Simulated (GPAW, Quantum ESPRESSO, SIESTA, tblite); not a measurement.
**SIESTA on C(111) slab, H on the bottom face (176 atoms): settings against a plane-wave reference**

How do the settings of SIESTA change the result for C(111) slab, H on the bottom face (176 atoms)? A plane-wave run serves as the yardstick.

Program: SIESTA 5.4.2. Level of theory: the method is named at each step. Results are calculated unless marked as measured.

### 1. Set-up

The cell holds 176 atoms: 160 C and 16 H. Cell: a = 10.089 Å, b = 10.089 Å, c = 19.842 Å, α = 90.0°, β = 90.0°, γ = 120.0°. It derives from C (diamond-structure). Diamond-structure C (a = 3.567 Å), (111) slab of 10 atomic planes, 4 x 4 surface cells, H on the broken bonds of the bottom face, 10 Å of vacuum; displaced by a Gaussian of 0.02 Å. Then every atom was moved at random, 0.05 Å r.m.s. a Cartesian component (hydrogen 0.6 of that). Regions: slab, 160 atoms (160 C); hydrogen, 16 atoms (16 H). Vacuum lies along c.

The yardstick, on the same geometry:

- method: Kohn-Sham DFT, PBE, SSSP efficiency 1.3.0 pseudopotentials, plane waves (Quantum ESPRESSO 7.5); sssp-pbe-1.3.0-efficiency, cutoffs 60/480 Ry, Γ point
- r.m.s. force component: 2.267 eV/Å
- longest force: 8.715 eV/Å
- time: 24 min on 4 MPI ranks of Arm Neoverse N1, shared host
- CPU time: 1.6 h

### 2. PBE, DZP, shift 0.01 Ry, mesh 300 Ry

Method: Kohn-Sham DFT, PBE, PseudoDojo 0.4.1 norm-conserving pseudopotentials (converted to PSML), numerical atomic orbitals (DZP), diagonalisation.

The .psml files are PseudoDojo norm-conserving potentials that we converted to this format, checked against plane waves on the same files for H, C, O, Si, Ge and Ca alone.

Input file input.fdf:

```
SystemLabel cell
NumberOfAtoms 176
NumberOfSpecies 2
%block ChemicalSpeciesLabel
  1 6 C
  2 1 H
%endblock ChemicalSpeciesLabel
LatticeConstant 1.0 Ang
%block LatticeVectors
  10.08900 0.00000 0.00000
  -5.04450 8.73733 0.00000
  0.00000 0.00000 19.84249
%endblock LatticeVectors
PAO.BasisSize DZP
PAO.EnergyShift 0.01 Ry
XC.Functional GGA
XC.Authors PBE
MeshCutoff 300 Ry
%block kgrid_Monkhorst_Pack
  1 0 0 0.0
  0 1 0 0.0
  0 0 1 0.0
%endblock kgrid_Monkhorst_Pack
SolutionMethod diagon
OccupationFunction FD
ElectronicTemperature 580 K
SCF.Mixer.Method Pulay
SCF.Mixer.Weight 0.05
SCF.Mixer.History 8
SCF.Mix Hamiltonian
MaxSCFIterations 300
SCF.DM.Tolerance 1e-04
SCF.H.Tolerance 1.0e-3 eV
WriteForces T
Write.HirshfeldPop T
Write.VoronoiPop T
Write.DM F
Write.H F
XML.Write F
AtomicCoordinatesFormat Fractional
%block AtomicCoordinatesAndAtomicSpecies
  0.33637 0.91712 0.33300 1
  0.25108 0.00238 0.30470 1
  0.16615 0.83401 0.43288 1
  0.34401 0.91856 0.41048 1
  0.25294 0.00136 0.53749 1
  0.16100 0.82739 0.51317 1
  0.33485 0.91556 0.64479 1
  0.25419 0.00428 0.62479 1
  0.17045 0.83512 0.74620 1
  0.34008 0.91737 0.72755 1
  0.33227 0.66605 0.33245 1
  0.24529 0.74950 0.30473 1
  0.17059 0.57915 0.43141 1
  0.33828 0.67514 0.40996 1
  0.25624 0.75077 0.54453 1
  0.16452 0.58946 0.51677 1
  0.33183 0.66212 0.64688 1
  0.24389 0.73978 0.61912 1
  0.16398 0.58256 0.75216 1
  0.33488 0.67271 0.71934 1
  0.58351 0.91658 0.33257 1
  0.50229 0.99833 0.30581 1
  0.42329 0.83491 0.43764 1
  0.59046 0.92964 0.41156 1
  0.49964 0.99712 0.53854 1
  0.42498 0.84204 0.50919 1
  0.59698 0.92084 0.64384 1
  0.50048 0.99521 0.61612 1
  0.41650 0.83547 0.73949 1
  0.56776 0.90863 0.72073 1
  0.32894 0.41546 0.33340 1
  0.25084 0.50252 0.30601 1
  0.17014 0.34757 0.43730 1
  0.33464 0.41580 0.41162 1
  0.26088 0.50430 0.53672 1
  0.15742 0.33643 0.51280 1
  0.33243 0.41134 0.64337 1
  0.26460 0.50440 0.61992 1
  0.16705 0.33267 0.75320 1
  0.33042 0.42735 0.71933 1
  0.58504 0.66885 0.33169 1
  0.50269 0.75046 0.30841 1
  0.41529 0.58445 0.43518 1
  0.58880 0.67576 0.41460 1
  0.49849 0.74624 0.54079 1
  0.42373 0.58197 0.51762 1
  0.57651 0.66519 0.64689 1
  0.49901 0.74415 0.61833 1
  0.42737 0.58138 0.74681 1
  0.58599 0.67092 0.72409 1
  0.83443 0.91676 0.33278 1
  0.75054 0.99693 0.30646 1
  0.67476 0.83585 0.43794 1
  0.82576 0.90906 0.40974 1
  0.74427 0.99948 0.54385 1
  0.66183 0.83537 0.51259 1
[... 116 atom lines left out ...]
  0.99743 0.75055 0.25115 2
  0.75305 0.25268 0.25075 2
  0.99913 0.50096 0.25186 2
  0.99685 0.25012 0.25396 2
%endblock AtomicCoordinatesAndAtomicSpecies
```

Launch:

```
> OMP_NUM_THREADS=1 mpirun -np 4 siesta < input.fdf > output.txt
```

Output:

```text
Version         : 5.4.2
reinit: System Name:
reinit: System Label: cell
initatom: Reading input for the pseudopotentials and atomic orbitals ----------
Species number:   1 Atomic number:    6 Label: C
Species number:   2 Atomic number:    1 Label: H
Ground state valence configuration (from tables):   2s02  2p02  3d00  4f00
Ground state valence configuration (from tables):   1s01  2p00  3d00  4f00
---- Processing specs for species: C
GGA--PBE XC_GGA_X_PBE--XC_GGA_C_PBE pb
---- Processing specs for species: H
GGA--PBE XC_GGA_X_PBE--XC_GGA_C_PBE pb
C pseudopotential only contains V_ls up to l=1 -- lmxkb reset.
H pseudopotential only contains V_ls up to l=1 -- lmxkb reset.
Using PAO.SplitTailNorm
%block ChemicalSpeciesLabel
    1    6 C                       # Species index, atomic number, species label
    2    1 H                       # Species index, atomic number, species label
%endblock ChemicalSpeciesLabel
%block PAO.Basis                 # Define Basis set
C                     2                    # Species label, number of l-shells
 n=2   0   2                         # n, l, Nzeta
   4.484      3.048
   1.000      1.000
 n=2   1   2 P   1                   # n, l, Nzeta, Polarization, NzetaPol
   5.436      3.692
   1.000      1.000
H                     1                    # Species label, number of l-shells
 n=1   0   2 P   1                   # n, l, Nzeta, Polarization, NzetaPol
   5.233      3.529
   1.000      1.000
%endblock PAO.Basis
coor:   Atomic-coordinates input format  =     Fractional
siesta: System type = slab
initatomlists: Number of atoms, orbitals, and projectors:    176  2160  1360
siesta: ******************** Simulation parameters ****************************
Total number of electrons:   656.000000
Total ionic charge:   656.000000
 Kpoints in:            1 . Kpoints trimmed:            1
siesta: k-grid: Number of k-points = 1
siesta: k-points from Monkhorst-Pack grid
siesta: k-cutoff (effective) =     5.044 Ang
siesta: k-point supercell and displacements
siesta: k-grid:     1     0     0      0.000
siesta: k-grid:     0     1     0      0.000
siesta: k-grid:     0     0     1      0.000
                     ====================================
                        Single-point calculation
                     ====================================
outcell: Unit cell vectors (Ang):
       10.089000    0.000000    0.000000
       -5.044500    8.737330    0.000000
        0.000000    0.000000   19.842490
outcell: Cell vector modules (Ang)   :   10.089000   10.089000   19.842490
outcell: Cell angles (23,13,12) (deg):     90.0000     90.0000    120.0000
outcell: Cell volume (Ang**3)        :   1749.1338
Gamma-point calculation with multiply-connected orbital pairs
Gamma-point calculation with multiply-connected orbital pairs
Folding of H and S implicitly performed
Folding of H and S implicitly performed
new_DM -- step:     1
Initializing Density Matrix...
Attempting to read DM from file... Failed...
DM filled with atomic data:
InitMesh: MESH = 96 x 96 x 216 = 1990656
InitMesh: Mesh cutoff (required, used) =   300.000   327.504 Ry
stepf: Fermi-Dirac step function
        iscf     Eharris(eV)        E_KS(eV)     FreeEng(eV)     dDmax    Ef(eV) dHmax(eV)
   scf:    1   -25933.777150   -26340.984672   -26341.269889  1.863603 -5.614564 14.237824
   scf:    2   -26327.074005   -26352.243057   -26352.557929  0.778566 -5.397789  9.096549
   scf:    3   -26350.906102   -26359.242262   -26359.614261  0.667345 -5.298404  7.972858
   scf:    4   -26358.964451   -26362.134081   -26362.500310  0.382625 -5.106604  6.385782
   scf:    5   -26364.212140   -26364.071612   -26364.462264  0.262987 -5.031598  3.070805
   scf:    6   -26365.410342   -26365.120777   -26365.524183  0.135649 -4.867623  3.250325
[...]
scf:   32   -26368.725130   -26368.725134   -26369.140840  0.000110 -4.039843  0.001396
   scf:   33   -26368.725144   -26368.725139   -26369.140841  0.000060 -4.039989  0.001266
   scf:   34   -26368.725155   -26368.725147   -26369.140842  0.000059 -4.040057  0.000988
SCF Convergence by DM+H criterion
max |DM_out - DM_in|         :     0.0000587607
max |H_out - H_in|      (eV) :     0.0009884348
SCF cycle converged after 34 iterations
Using DM_out to compute the final energy and forces
siesta: E_KS(eV) =           -26368.7251
siesta: E_KS - E_eggbox =    -26368.7251
siesta: Atomic forces (eV/Ang):
     1   -0.352483    0.161571   -2.045970
     2    0.687055   -0.265565    5.110799
     3    3.693467   -0.729966    3.484520
     4   -3.184390   -0.424613   -0.577152
     5    0.190386   -1.794086    1.043727
     6    3.228100    3.127928    1.176920
[...]
174    0.088087    0.011701   -0.012379
   175   -0.034768    0.043777    0.571406
   176    0.069539   -0.080552   -2.873465
----------------------------------------
   Tot   -0.020551   -0.021175    0.022156
----------------------------------------
   Max    8.241410
   Res    2.413333    sqrt( Sum f_i^2 / 3N )
----------------------------------------
   Max    8.241410    constrained
Stress tensor Voigt[x,y,z,yz,xz,xy] (kbar):      -83.60      -78.69      -69.86        4.09        3.27       -7.11
(Free)E + p*V (eV/cell)   -26284.6623
Target enthalpy (eV/cell)   -26369.1408
siesta: Program's energy decomposition (eV):
siesta: Ebs     =     -8951.323810
siesta: Eions   =     45641.022942
siesta: Ena     =     12049.565164
siesta: Ekin    =     18404.409800
siesta: Enl     =     -1035.276587
siesta: DEna    =      -641.917543
siesta: DUscf   =        52.389471
siesta: Ex      =     -8690.152770
siesta: Ec      =      -866.719739
siesta: Exc     =     -9556.872510
siesta: Eharris =    -26368.725155
siesta: Etot    =    -26368.725147
siesta: FreeEng =    -26369.140842
siesta: Final energy (eV):
siesta:  Band Struct. =   -8951.323810
siesta:       Kinetic =   18404.409800
siesta:       Hartree =  161913.159888
siesta:         Exch. =   -8690.152770
siesta:         Corr. =    -866.719739
siesta:   Exch.-corr. =   -9556.872510
siesta:  Ion-electron = -340661.940657
siesta:       Ion-ion =  143532.518332
siesta:         Total =  -26368.725147
siesta:         Fermi =      -4.040057
siesta: Stress tensor (static) (eV/Ang**3):
siesta:    -0.052180   -0.004437    0.002041
siesta:    -0.004437   -0.049112    0.002551
siesta:     0.002041    0.002551   -0.043600
siesta: Cell volume =       1749.133796 Ang**3
siesta: Pressure (static):
siesta:                Solid            Molecule  Units
siesta:           0.00052602         -0.00000240  Ry/Bohr**3
siesta:           0.04829738         -0.00022003  eV/Ang**3
siesta:          77.38094067         -0.35253010  kBar
    Orbital volume contribution        =          64.849671 eV
    (Free)E + p_basis*V_orbitals       =      -26304.291171 eV
    (Free)Eharris+ p_basis*V_orbitals  =      -26304.291179 eV
siesta: Electric dipole (a.u.)  =   -0.000000    0.000000   -6.874993
siesta: Electric dipole (Debye) =   -0.000000    0.000000  -17.474489
Hirshfeld Atomic Populations:
Atom #   charge [q] valence [e]  Species
     1     0.017000    3.983000  C
     2    -0.028423    4.028423  C
     3     0.001057    3.998943  C
     4     0.008553    3.991447  C
     5     0.006006    3.993994  C
     6    -0.006423    4.006423  C
[...]
161     0.018575    0.981425  H
   162     0.019115    0.980885  H
   163     0.014199    0.985801  H
   164     0.021892    0.978108  H
   165     0.011212    0.988788  H
   166     0.018494    0.981506  H
[...]
--------------------
 Total    -0.000059
Voronoi Atomic Populations:
Atom #   charge [q] valence [e]  Species
[...]
158     0.004617    3.995383  C
   159    -0.030385    4.030385  C
   160    -0.014614    4.014614  C
[...]
174     0.010044    0.989956  H
   175     0.003769    0.996231  H
   176     0.016341    0.983659  H
--------------------
 Total    -0.000058
```

Elapsed: 8.9 min, on 4 MPI ranks of Arm Neoverse N1, shared host; peak memory 2.6 GiB.

Banners, paths, timers and routine set-up lines are dropped from the logs unmarked, and long logs keep their key lines alone; longer cuts are marked.

Compared with the plane-wave run:

```yaml
r_m_s_force_component: 2.413 eV/Å
r_m_s_difference_of_force_components: 216.5 meV/Å
longest_difference_of_force_vectors: 770.5 meV/Å
force_difference_over_r_m_s_force: 9.548 %
slope_of_forces_against_the_reference_s: 1.062
correlation_of_force_components: 0.9977
```

Length of the force difference by element (eV/Å):

| element | atoms | mean | most |
| --- | --- | --- | --- |
| C | 160 | 0.30 | 0.74 |
| H | 16 | 0.58 | 0.77 |

The surroundings of C145, picked at random, nearest first, numbered as they follow in the input and with coordinates relative to it.

| atom | x | y | z | distance (Å) | bonds | Hirshfeld charge (e) | Fx | Fy | Fz (eV/Å) |
| --- | --- | --- | --- | --- | --- | --- | --- | --- | --- |
| C145 | 0.00 | 0.00 | 0.00 | 0.00 | 4 | 0.00 | -6.67 | 1.84 | 2.30 |
| C16 | 1.07 | 0.77 | -0.44 | 1.39 | 4 | 0.00 | 7.71 | 0.02 | -3.80 |
| C146 | -0.20 | -1.33 | -0.47 | 1.43 | 4 | 0.01 | 3.12 | -7.16 | -0.78 |
| C148 | -0.11 | 0.01 | 1.53 | 1.53 | 4 | 0.01 | -0.96 | -2.44 | 0.52 |
| C126 | -1.34 | 0.82 | -0.45 | 1.64 | 4 | 0.01 | -2.20 | -2.48 | -1.62 |
| C127 | -0.04 | 1.39 | 2.01 | 2.44 | 4 | 0.00 | -4.36 | 1.72 | 2.50 |
| C143 | -0.12 | -1.49 | -1.97 | 2.47 | 4 | 0.01 | 0.00 | 2.27 | -1.95 |
| C35 | 2.47 | 0.03 | -0.05 | 2.47 | 4 | 0.00 | -4.18 | -0.88 | 3.81 |
| C147 | 1.08 | -0.75 | 2.10 | 2.48 | 4 | 0.03 | 2.83 | 0.92 | 0.25 |

Forces lie 9.5 % from the reference's, at 0.37 times its CPU time.

### 3. PBE, SZ, shift 0.01 Ry, mesh 300 Ry

Method: Kohn-Sham DFT, PBE, PseudoDojo 0.4.1 norm-conserving pseudopotentials (converted to PSML), numerical atomic orbitals (SZ), diagonalisation.

Edit input.fdf of step 2 so:

```diff
@@ -13,3 +13,3 @@
 %endblock LatticeVectors
-PAO.BasisSize DZP
+PAO.BasisSize SZ
 PAO.EnergyShift 0.01 Ry
```

Launch:

```
> OMP_NUM_THREADS=1 siesta < input.fdf > output.txt
```

Output:

```text
Version         : 5.4.2
reinit: System Name:
reinit: System Label: cell
initatom: Reading input for the pseudopotentials and atomic orbitals ----------
Species number:   1 Atomic number:    6 Label: C
Species number:   2 Atomic number:    1 Label: H
Ground state valence configuration (from tables):   2s02  2p02  3d00  4f00
Ground state valence configuration (from tables):   1s01  2p00  3d00  4f00
---- Processing specs for species: C
GGA--PBE XC_GGA_X_PBE--XC_GGA_C_PBE pb
---- Processing specs for species: H
GGA--PBE XC_GGA_X_PBE--XC_GGA_C_PBE pb
C pseudopotential only contains V_ls up to l=1 -- lmxkb reset.
Using PAO.SplitTailNorm
%block ChemicalSpeciesLabel
    1    6 C                       # Species index, atomic number, species label
[... lines left out ...]
Total number of electrons:   656.000000
[... lines left out ...]
stepf: Fermi-Dirac step function
        iscf     Eharris(eV)        E_KS(eV)     FreeEng(eV)     dDmax    Ef(eV) dHmax(eV)
[... lines left out ...]
SCF Convergence by DM+H criterion
[... lines left out ...]
SCF cycle converged after 38 iterations
[... lines left out ...]
   Max   10.480464
[... lines left out ...]
   Max   10.480464    constrained
Stress tensor Voigt[x,y,z,yz,xz,xy] (kbar):     -202.30     -187.92     -212.39        6.86        5.44      -11.97
[... lines left out ...]
siesta: Exc     =     -9375.707648
siesta: Eharris =    -26212.141099
siesta: Etot    =    -26212.141104
siesta: FreeEng =    -26212.624135
siesta: Final energy (eV):
siesta:  Band Struct. =   -9816.401789
siesta:       Kinetic =   17551.758788
siesta:       Hartree =  160848.650412
siesta:         Exch. =   -8492.069350
siesta:         Corr. =    -883.638298
siesta:   Exch.-corr. =   -9375.707648
siesta:  Ion-electron = -338769.360988
siesta:       Ion-ion =  143532.518331
siesta:         Total =  -26212.141104
siesta:         Fermi =      -4.741383
siesta: Stress tensor (static) (eV/Ang**3):
siesta:    -0.126267   -0.007472    0.003394
siesta:    -0.007472   -0.117293    0.004283
siesta:     0.003394    0.004283   -0.132564
siesta: Cell volume =       1749.133796 Ang**3
siesta: Pressure (static):
siesta:                Solid            Molecule  Units
siesta:           0.00136551          0.00043253  Ry/Bohr**3
siesta:           0.12537491          0.03971303  eV/Ang**3
siesta:         200.87274789         63.62728212  kBar
    Orbital volume contribution        =          32.867665 eV
    (Free)E + p_basis*V_orbitals       =      -26179.756470 eV
    (Free)Eharris+ p_basis*V_orbitals  =      -26179.756465 eV
siesta: Electric dipole (a.u.)  =   -0.000000    0.000000   -6.566454
siesta: Electric dipole (Debye) =   -0.000000    0.000000  -16.690261
Hirshfeld Atomic Populations:
Atom #   charge [q] valence [e]  Species
     1     0.016711    3.983289  C
     2    -0.025299    4.025299  C
     3     0.002613    3.997387  C
[...]
161     0.015935    0.984065  H
   162     0.015569    0.984431  H
   163     0.010783    0.989217  H
[...]
--------------------
 Total    -0.000056
Voronoi Atomic Populations:
Atom #   charge [q] valence [e]  Species
[...]
159    -0.015919    4.015919  C
   160    -0.011153    4.011153  C
[...]
175    -0.020020    1.020020  H
   176    -0.010274    1.010274  H
--------------------
 Total    -0.000056
```

The job ended after 5.8 min (1 thread; peak memory 0.74 GiB).

Numbers from this run, and their distance from the reference:

```
r.m.s. force component                  : 3.04 eV/Å
r.m.s. difference of force components   : 1125 meV/Å
longest difference of force vectors     : 4069 meV/Å
force difference over r.m.s. force      : 49.62 %
slope of forces against the reference's : 1.276
correlation of force components         : 0.9515
```

This is a coarse setting, run to see what it loses.

Against the first run (9.5 %), the force difference from the reference is 50 %, at 0.16 times the CPU time (on 1 against 4 cores), with 656 basis functions against 2160: the smaller basis costs accuracy.

(Continued in part 2 of 2.)

[Also dropped from logs without a mark: logging warnings of Python, and SIESTA's first energy breakdown and zero terms.]

[Logs are printed without paths, hosts, clocks, repeated set-up lines and the standing remarks that a program may print on its own settings, such as how far it seeks lower states.]

[Hosts, paths, dates, database ids (printed as entryN), source tags and the programs' standing remarks are cut or masked in the printed files.]
